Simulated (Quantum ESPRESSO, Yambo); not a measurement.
# WS2 (Tungstenite): Bethe-Salpeter spectra with Yambo, part 3 of 3

How far does the k mesh set the exciton binding of WS2 (Tungstenite)?

Quantum ESPRESSO 7.5 and Yambo 5.3.0; PBE and many-body steps on it, plane waves. Known limits of the many-body steps: not at the basis limit; no spin-orbit coupling in some runs; coarse k mesh; bindings not settled in the k mesh.

So far. Step 8 (Empty states on the mesh, 6×6×2 mesh, 100 bands): On this mesh the gap is 0.935 eV. Step 10 (k mesh (6×6×2)): The lowest state lies at 2.066 eV, 0.328 eV under the direct gap.

## (11) Empty states on the mesh, 9×9×2 mesh, 100 bands

This step: Quantum ESPRESSO 7.5; DFT, PBE with spin-orbit coupling, plane waves, norm-conserving pseudopotentials.

pw.in reads:

```
&control
  calculation = 'nscf'
  prefix = 'x'
  outdir = 'o'
  pseudo_dir = 'pseudo'
/
&system
  ibrav = 0
  nat = 6
  ntyp = 2
  ecutwfc = 62.0
  nbnd = 100
  force_symmorphic = .true.
  noncolin = .true.
  lspinorb = .true.
/
&electrons
  conv_thr = 1e-9
  electron_maxstep = 80
  diago_full_acc = .true.
  diago_thr_init = 5e-6
/
ATOMIC_SPECIES
  W 183.84 W.upf
  S 32.06 S.upf
CELL_PARAMETERS angstrom
  3.1532000000 0.0000000000 0.0000000000
  -1.5766000000 2.7307513032 0.0000000000
  0.0000000000 0.0000000000 12.3230000000
ATOMIC_POSITIONS crystal
  W 0.3333333333 0.6666666667 0.2500000000
  W 0.6666666667 0.3333333333 0.7500000000
  S 0.3333333333 0.6666666667 0.6225000000
  S 0.6666666667 0.3333333333 0.1225000000
  S 0.3333333333 0.6666666667 0.8775000000
  S 0.6666666667 0.3333333333 0.3775000000
K_POINTS automatic
  9 9 2 0 0 0
```

The run is started by

```
$ OMP_NUM_THREADS=1 mpirun -n 8 pw.x -nk 4 -in pw.in > pw.out
```

The program printed:

```text
[banner, memory and clock lines left out]
Program PWSCF v.7.5 starts

     Atomic positions and unit cell read from directory:
     o/x.save/

     Message from routine setup:
     using ibrav=0 with symmetry is DISCOURAGED, use correct ibrav instead

     bravais-lattice index     =            0
     lattice parameter (alat)  =       5.9587  a.u.
     unit-cell volume          =     716.0556 (a.u.)^3
     number of atoms/cell      =            6
     number of atomic types    =            2
     number of electrons       =        52.00
[...]
24.3136  24.3136  24.4869  24.4869

          k = 0.0000 0.0000-0.1279 (  5986 PWs)   bands (ev):

[...]
23.9305  23.9305  23.9305  23.9305

          k = 0.0000 0.1283 0.0000 (  5921 PWs)   bands (ev):

[...]
21.4331  21.4331  21.8507  21.8507  22.0125  22.0125  22.2528  22.2528
    22.4335  22.4335  23.1590  23.1590  23.2894  23.2894  23.3221  23.3221
    24.3576  24.3576  24.7424  24.7424

          k = 0.0000 0.1283-0.1279 (  5928 PWs)   bands (ev):

     [... further k-points ...]

     highest occupied, lowest unoccupied level (ev):    11.7931   12.8327

     XML data file, pseudopotentials, collected wavefunctions
```

The job ended after 32 s (8 MPI ranks of Intel Xeon 6975P-C (Granite Rapids), shared host; peak memory 0.98 GiB; 3.7 min of CPU time).

Numbers from this step:

```
gap                                                           : 1.040 eV
k of the valence top                                          : 0, 0, 0
k of the conduction bottom                                    : 0.1111, 0.2222, 0
least direct gap                                              : 1.649 eV
k points computed                                             : 24
lowest point of the top converged band, above the valence top : 12.14 eV
```

On this mesh the gap is 1.040 eV.

## (12) Conversion and set-up

This step: Yambo 5.3.0; conversion and set-up on PBE with spin-orbit coupling, plane waves, norm-conserving pseudopotentials.

The run is started by

```
$ (cd o/x.save; p2y > p2y.log; mv SAVE ../..); yambo > setup.log
```

The program printed:

```text
 Yambo, version 5.3.0

 [02] CORE Variables Setup
 =========================

  [02.01] Unit cells
  ==================

  Cell kind             :  HCP
  Atoms in the cell     :  W  S
  number of W  atoms    :  2
  number of S  atoms    :   4

  List of atomic masses
  Mass of W     :  183.8400
  Mass of S     :  32.06000

  List of atomic coordinates    : [cc]
  W1       : -0.29793E-09   3.4402       5.8218      order 1
  W2       :   2.97934   1.72012  17.46532  order 2
  S1       : -0.29793E-09   3.4402       14.496      order 3
[...]
Q [ 1]         [rlu]:  0.000000  0.000000  0.000000
 Q [ 2]         [rlu]:  0.000000  0.000000 -0.500000
 Q [ 3]         [rlu]:  0.10074E-17  0.11111       0.0000
[...]
Q [ 8]         [rlu]:  0.30223E-17  0.33333     -0.50000
 Q [ 9]         [rlu]:  0.40297E-17  0.44444       0.0000
 Q [10]         [rlu]:  0.40297E-17  0.44444     -0.50000
     [... 12 further rows ...]
 Q [23]         [rlu]:  0.333333  0.333333  0.000000
 Q [24]         [rlu]:  0.333333  0.333333 -0.500000

  [03.01] X indexes
  =================

   [03.01.01] Sigma indexes
   ========================

 [06] Game Over & Game summary
```

Elapsed: 4.3 s, on 1 MPI rank; peak memory 0.25 GiB.

## (13) k mesh (9×9×2)

This step: Bethe-Salpeter equation on PBE with a scissors shift with spin-orbit coupling, plane waves, norm-conserving pseudopotentials.

bse7.in reads:

```
optics
bss
bse
em1s
dipoles
rim_cut
RandQpts= 1000000
RandGvec= 1 RL
Chimod= "HARTREE"
BSKmod= "SEX"
BSEmod= "resonant"
BSSmod= "d"
BSENGexx= 20 Ry
BSENGBlk= 4 Ry
% BSEQptR
 1 | 1 |
%
% BSEBands
 49 | 56 |
%
% BEnRange
 0 | 5 | eV
%
% BDmRange
 0.1 | 0.1 | eV
%
BEnSteps= 101
% BLongDir
 1 | 0 | 0 |
%
% BndsRnXs
 17 | 100 |
%
NGsBlkXs= 4 Ry
% LongDrXs
 1 | 1 | 1 |
%
% KfnQP_E
 0.745 | 1.0 | 1.0 |
%
WRbsWF
FFTGvecs= 30 Ry
```

The run is started by

```
$ OMP_NUM_THREADS=4 mpirun -n 2 yambo -F bse7.in -J bse7 -C bse7 > bse7.log
```

The program printed:

```text
 Yambo, version 5.3.0

 [02] CORE Variables Setup
 =========================

  [... cell, symmetries and grids as in the set-up ...]

  [02.05] Energies & Occupations
  ==============================

  [X] === General ===
  [X] Electronic Temperature                        :  0.000000  0.000000 [eV K]
  [X] Bosonic    Temperature                        :  0.000000  0.000000 [eV K]
  [X] Finite Temperature mode                       : no
  [X] El. density                                   :  0.49006E+24 [cm-3]
  [X] Fermi Level                                   :  11.79311 [eV]

  [X] === Gaps and Widths ===
  [X] Conduction Band Min                           :  1.039622 [eV]
  [X] Valence Band Max                              :  0.000000 [eV]
  [X] Filled Bands                                  :   52
  [X] Empty Bands                                   :   53  100
  [X] Direct Gap                                    :  1.648995 [eV]
  [X] Direct Gap localized at k                     :  23
  [X] Indirect Gap                                  :  1.039622 [eV]
  [X] Indirect Gap between kpts                     :   1  13
  [X] Last valence band width                       :  1.805938 [eV]
  [X] 1st conduction band width                     :  1.175141 [eV]

 [03] Transferred momenta grid and indexing
 ==========================================

 [BZ sampling] Q-grid is User defined and/or read from the database

 IBZ Q-points                                      :  24
 BZ  Q-points                                      :  162

 K/Q-points units:
 rlu = crystal or reduced units; cc = cartesian coordinates; iku = interal k-units

 Q [ 1]         [rlu]:  0.000000  0.000000  0.000000
 Q [ 2]         [rlu]:  0.000000  0.000000 -0.500000
[...]
X matrix size                                    :   93
  X band range                                     :   17  100
  X e/h energy range                               : -1.000000 -1.000000 [eV]
  X Time ordering                                  : T
  X Hxc Kernel                                     : HARTREE
  X Drude frequency                                :  0.000000  0.000000
  X poles                                          :  100.0000 [o/o]
  RL vectors in the sum                            :  2009
  [r,Vnl] included                                 : yes
  Field direction                                  :  0.577350E-5  0.577350E-5  0.577350E-5
  BZ energy Double Grid                            : no
  BZ energy DbGd points                            : 0
  BZ Q point size factor                           : -1.000000
  X Optical Averaged directions                    : none

 [08] Bethe Salpeter Equation driver
 ===================================

  [08.01] Bethe Salpeter Equation @q1
  ===================================

   [08.01.01] Transition pre-analysis @q1
   ======================================

   [08.01.02] Transition Groups build-up @q1
   =========================================

   [BSK] Transition groups (total):   48
   [BSK] Size (resonant):  2592
   [BSK]         (total):  2592
   [BSK] N. of matrices :  1

   [08.01.03] Loading Dipoles @q1
   ==============================

   [08.01.04] Independent Particles properties @q1
   ===============================================

   ==========================================================

   [BSE] Exchange components :  1107
   [BSE] Correlation components :    93   811

    [08.01.05.01] Screened interaction header I/O
    =============================================

    [08.01.05.02] Main kernel loop
    ==============================

    [08.01.05.03] Wave-Function Phases
    ==================================

    [BSE] WF phases found       :  56.94444 [o/o]

   [08.01.06] BSE solver(s) @q1
   ============================

   [08.01.07] Diago Solver @q1
   ===========================

 [11] Game Over & Game summary
```

The job ended after 3.2 min (2 MPI ranks; peak memory 1.1 GiB).

Numbers from this step:

```
transitions in the window                                      : 2592
direct gap of the transition levels                            : 2.394 eV
lowest state                                                   : 2.192 eV
first strong exciton (over a fiftieth of the strongest listed) : 2.247 eV
binding of the lowest state below the direct gap               : 0.2024 eV
Coulomb term of one mesh cell                                  : 0.1425 eV
```

The binding is 1.4 times the screened Coulomb term of one mesh cell (0.14 eV), so it is not shown settled.

The lowest state lies at 2.192 eV, 0.202 eV under the direct gap.

The ε₂ has structure finer than the step of the table below, so its rows give means over 0.2 eV, whole bins alone (the curve runs from 0 to 5 eV). Peaks (eV: height): BSE 2.25: 7.52, 3.00: 17.4, 3.35: 20.3; no electron-hole interaction 2.45: 6.70, 3.45: 19.4.

Field along x; broadening 0.1 eV; transition window only. Limits: finite bands, cutoff and mesh; exciton not shown settled in the k mesh. Table of ε₂ by photon energy; means over each step:

| photon energy (eV) | BSE | no electron-hole interaction |
| --- | --- | --- |
| 0.2 | 0.0875 | 0.0726 |
| 0.4 | 0.102 | 0.0831 |
| 0.6 | 0.120 | 0.0963 |
| 0.8 | 0.144 | 0.113 |
| 1.0 | 0.176 | 0.135 |
| 1.2 | 0.223 | 0.165 |
| 1.4 | 0.294 | 0.207 |
| 1.6 | 0.417 | 0.271 |
| 1.8 | 0.678 | 0.381 |
| 2.0 | 1.55 | 0.612 |
| 2.2 | 5.56 | 1.37 |
| 2.4 | 4.15 | 4.94 |
| 2.6 | 5.52 | 3.89 |
| 2.8 | 8.37 | 4.75 |
| 3.0 | 15.7 | 6.06 |
| 3.2 | 16.2 | 11.8 |
| 3.4 | 17.0 | 17.9 |
| 3.6 | 9.50 | 16.6 |
| 3.8 | 10.2 | 11.5 |
| 4.0 | 8.58 | 10.5 |
| 4.2 | 5.40 | 9.87 |
| 4.4 | 3.10 | 6.81 |
| 4.6 | 1.31 | 4.49 |
| 4.8 | 0.608 | 1.48 |

The window of bands is narrower than in the first exciton run, so this row is not like for like with it.

## (14) Spectrum in a wider window

bse8.in reads:

```
optics
bss
bse
em1s
dipoles
rim_cut
RandQpts= 1000000
RandGvec= 1 RL
Chimod= "HARTREE"
BSKmod= "SEX"
BSEmod= "resonant"
BSSmod= "h"
BSENGexx= 20 Ry
BSENGBlk= 4 Ry
% BSEQptR
 1 | 1 |
%
% BSEBands
 45 | 64 |
%
% BEnRange
 0 | 7 | eV
%
% BDmRange
 0.1 | 0.1 | eV
%
BEnSteps= 141
% BLongDir
 1 | 0 | 0 |
%
% BndsRnXs
 17 | 100 |
%
NGsBlkXs= 4 Ry
% LongDrXs
 1 | 1 | 1 |
%
% KfnQP_E
 0.745 | 1.0 | 1.0 |
%
BSHayTrs= -0.02
FFTGvecs= 30 Ry
```

The run is started by

```
$ OMP_NUM_THREADS=4 mpirun -n 2 yambo -F bse8.in -J bse8,bse7_W -C bse8 > bse8.log
```

The program printed:

```text
 Yambo, version 5.3.0

 [02] CORE Variables Setup
 =========================

  [... cell, symmetries and grids as in the set-up ...]

  [02.05] Energies & Occupations
  ==============================

  [X] === General ===
  [X] Electronic Temperature                        :  0.000000  0.000000 [eV K]
  [X] Bosonic    Temperature                        :  0.000000  0.000000 [eV K]
  [X] Finite Temperature mode                       : no
  [X] El. density                                   :  0.49006E+24 [cm-3]
[...]
[08.01.06] BSE solver(s) @q1
   ============================

   [08.01.07] Haydock Solver in the optics basis @q1 using the hermitian scheme
   ============================================================================

   Accuracy (requested)      : -0.020000 [o/o]

   [WARNING] [EPS_extend] Possible inaccuracy in the EPS prolungation

   [WARNING] [EPS_extend] Possible inaccuracy in the EPS prolungation

   [WARNING] [EPS_extend] Possible inaccuracy in the EPS prolungation

   [WARNING] [EPS_extend] Possible inaccuracy in the EPS prolungation

   [WARNING] [EPS_extend] Possible inaccuracy in the EPS prolungation
   Iterations                :   58

 [11] Game Over & Game summary
```

It took 2.3 min on 2 MPI ranks; peak memory 3 GiB.

This step gave:

```
transitions in the window           : 15552
direct gap of the transition levels : 2.394 eV
```

The ε₂ has structure finer than the step of the table below, so its rows give means over 0.2 eV, whole bins alone (the curve runs from 0 to 7 eV). Peaks (eV: height): BSE 2.25: 7.69, 3.35: 25.9, 4.00: 17.0; no electron-hole interaction 2.45: 6.87, 3.50: 22.7, 4.20: 17.6.

Field along x; broadening 0.1 eV; transition window only. Limits: finite bands, cutoff and mesh; exciton not shown settled in the k mesh. ε₂ against photon energy; means over each step:

| photon energy (eV) | BSE | no electron-hole interaction |
| --- | --- | --- |
| 0.2 | 0.129 | 0.106 |
| 0.4 | 0.148 | 0.120 |
| 0.6 | 0.172 | 0.137 |
| 0.8 | 0.203 | 0.158 |
| 1.0 | 0.243 | 0.186 |
| 1.2 | 0.300 | 0.222 |
| 1.4 | 0.385 | 0.272 |
| 1.6 | 0.525 | 0.346 |
| 1.8 | 0.811 | 0.469 |
| 2.0 | 1.73 | 0.716 |
| 2.2 | 5.76 | 1.50 |
| 2.4 | 4.41 | 5.10 |
| 2.6 | 6.07 | 4.10 |
| 2.8 | 10.2 | 5.06 |
| 3.0 | 18.1 | 6.62 |
| 3.2 | 21.3 | 13.3 |
| 3.4 | 22.6 | 20.5 |
| 3.6 | 14.5 | 21.0 |
| 3.8 | 15.7 | 15.0 |
| 4.0 | 16.1 | 15.1 |
| 4.2 | 12.5 | 16.7 |
| 4.4 | 11.2 | 13.1 |
| 4.6 | 11.3 | 12.1 |
| 4.8 | 10.3 | 11.4 |
| 5.0 | 8.08 | 12.6 |
| 5.2 | 5.56 | 9.75 |
| 5.4 | 4.88 | 6.40 |
| 5.6 | 5.11 | 5.54 |
| 5.8 | 4.33 | 5.67 |
| 6.0 | 3.98 | 5.34 |
| 6.2 | 2.91 | 4.70 |
| 6.4 | 2.16 | 3.55 |
| 6.6 | 2.31 | 2.97 |
| 6.8 | 1.31 | 3.26 |

## (15) The runs together

Times are wall times on 2 MPI ranks of Intel Xeon 6975P-C (Granite Rapids), shared host, good to a factor of about two.

| run | mesh | transitions | broadening (eV) | direct gap (eV) | lowest state (eV) | binding (eV) | mesh cell's term (eV) | tallest peak (eV) | height | time |
| --- | --- | --- | --- | --- | --- | --- | --- | --- | --- | --- |
| excitons | 3×3×1 | 360 | 0.1 | 2.394 | 1.781 | 0.613 | 0.279 | 2.25 | 46.0 | 6.9 s |
| k mesh (6×6×2) | 6×6×2 | 2304 | 0.1 | 2.394 | 2.066 | 0.328 | 0.179 | 3.20 | 18.6 | 99 s |
| k mesh (9×9×2) | 9×9×2 | 2592 | 0.1 | 2.394 | 2.192 | 0.202 | 0.143 | 3.35 | 20.3 | 3.2 min |
| spectrum in a wider window | 9×9×2 | 15552 | 0.1 | 2.394 | - | - | - | 3.35 | 25.9 | 2.3 min |

## (16) Results

```yaml
excitons: lowest state 1.781 eV
k_mesh_6x6x2: lowest state 2.066 eV (not settled in the k mesh)
k_mesh_9x9x2: lowest state 2.192 eV (not settled in the k mesh)
spectrum_in_a_wider_window: tallest peak 3.4 eV
```

**Reading.** On the 3×3×1 mesh the lowest exciton lies at 1.781 eV, 0.613 eV below the direct gap; one cell of the mesh carries a screened Coulomb term of 0.28 eV by a cubic estimate, rough for this lattice, so this binding is not shown settled. That state is dark or weak; the first strong one lies at 1.881 eV. Bindings below are those of the lowest state. k mesh (6×6×2), against «excitons (3×3×1)»: the lowest state moves by +0.285 eV (keys changed: BSEBands, the mesh and the band window). k mesh (9×9×2), against «k mesh (6×6×2)»: the lowest state moves by +0.126 eV (keys changed: BSEBands, the mesh and the band window). Spectrum in a wider window, against «k mesh (9×9×2)»: the tallest peak stays (keys changed: BSEBands, BSSmod, BEnRange, BSHayTrs, BEnSteps and the band window). Lines within a few meV of each other can be one level split by numerical noise, or distinct levels. Screening is static and electronic alone, and only transitions inside the band window count. The 3×3×1 mesh is coarse for this cell, which bears on the long-range parts of exchange and screening.

[Paths, hosts, dates, memory and timing lines, banners, echoed tables and standing remarks are left out of the program output.]

[Logs are printed without paths, hosts, clocks, repeated set-up lines and the standing remarks that a program may print on its own settings, such as how far it seeks lower states.]

[Runs of the session that timed out or met a known fault of the program may be left out.]

[Hosts, paths, dates, database ids (printed as entryN), source tags and the programs' standing remarks are cut or masked in the printed files.]
